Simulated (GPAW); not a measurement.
**SiC (F-43m): refractive index against wavelength**

The refractive index of SiC (F-43m) below the direct gap (4.54 eV on the mesh) is read from one computed spectrum, n = √(Re ε).

It takes space group F-43m (No. 216, cubic). Conventional cell: a = 4.358 Å, b = 4.358 Å, c = 4.358 Å, α = 90.00°, β = 90.00°, γ = 90.00°. Si on site a has 4 C at 1.89 Å as nearest neighbours. C on site c has 4 Si at 1.89 Å as nearest neighbours.

Method: GPAW 26.7.0, PBE, RPA, k-mesh 18×18×18, local fields up to 60 eV, Lorentzian half width 0.2 eV.

Launch of the response step: `OMP_NUM_THREADS=1 python df.py`. The run took 50 s, its band step included, on 1 thread of Arm Neoverse V1, on a shared host.

```tsv
wavelength (nm)	photon energy E (eV)	n
1064	1.165	2.6211
850	1.459	2.6379
700	1.771	2.6608
633	1.959	2.6772
532	2.331	2.7165
450	2.755	2.7744
405	3.061	?
```

In the single-oscillator model n² − 1 = E₀E_d/(E₀² − E²), so 1/(n² − 1) = E₀/E_d − E²/(E₀E_d) is linear in E².

Working, on the rows shown:

| x = E² (eV²) | y = 1/(n² − 1) |
| --- | --- |
| 1.35784 | 0.170353 |
| 2.12762 | 0.167827 |
| 3.13716 | 0.164478 |
| 3.83641 | 0.162143 |
| 5.43137 | 0.156755 |
| 7.59115 | 0.149314 |

Means: x̄ = 3.9136, ȳ = 0.16181. Σ(x − x̄)(y − ȳ) = -0.0883, Σ(x − x̄)² = 26.16. Slope = -0.0883 / 26.16 = -0.003376; intercept = ȳ − slope · x̄ = 0.17502. Turned back into n, the line misses the rows shown by at most 0.00067.

Task: Fill in the last column of the withheld row.

Result: At x = 9.3718 the line gives y = 0.14339, that is 2.8239. The run gave 2.8271, so the extrapolation is off by 0.0032, 1.6 % of the range in the table.

Refitted with all rows, the slope is -0.00341 and the intercept 0.17513. These give E₀ = √(intercept/−slope) = 7.17 eV and E_d = E₀/intercept = 40.9 eV; E₀ is 1.6 times the direct gap. The electronic limit at long wavelengths, without lattice vibrations, is n = √(1 + 1/intercept) = 2.590. Excitons are left out; PBE gaps are as a rule too small. The values come from a sum over the points of one k-mesh and carry its error, which grows as the direct gap shrinks. The local-field cutoff holds few shells of reciprocal vectors for this small cell, so ε∞ can read a few per cent high.

[Logs are printed without paths, hosts, clocks, repeated set-up lines and the standing remarks that a program may print on its own settings, such as how far it seeks lower states.]
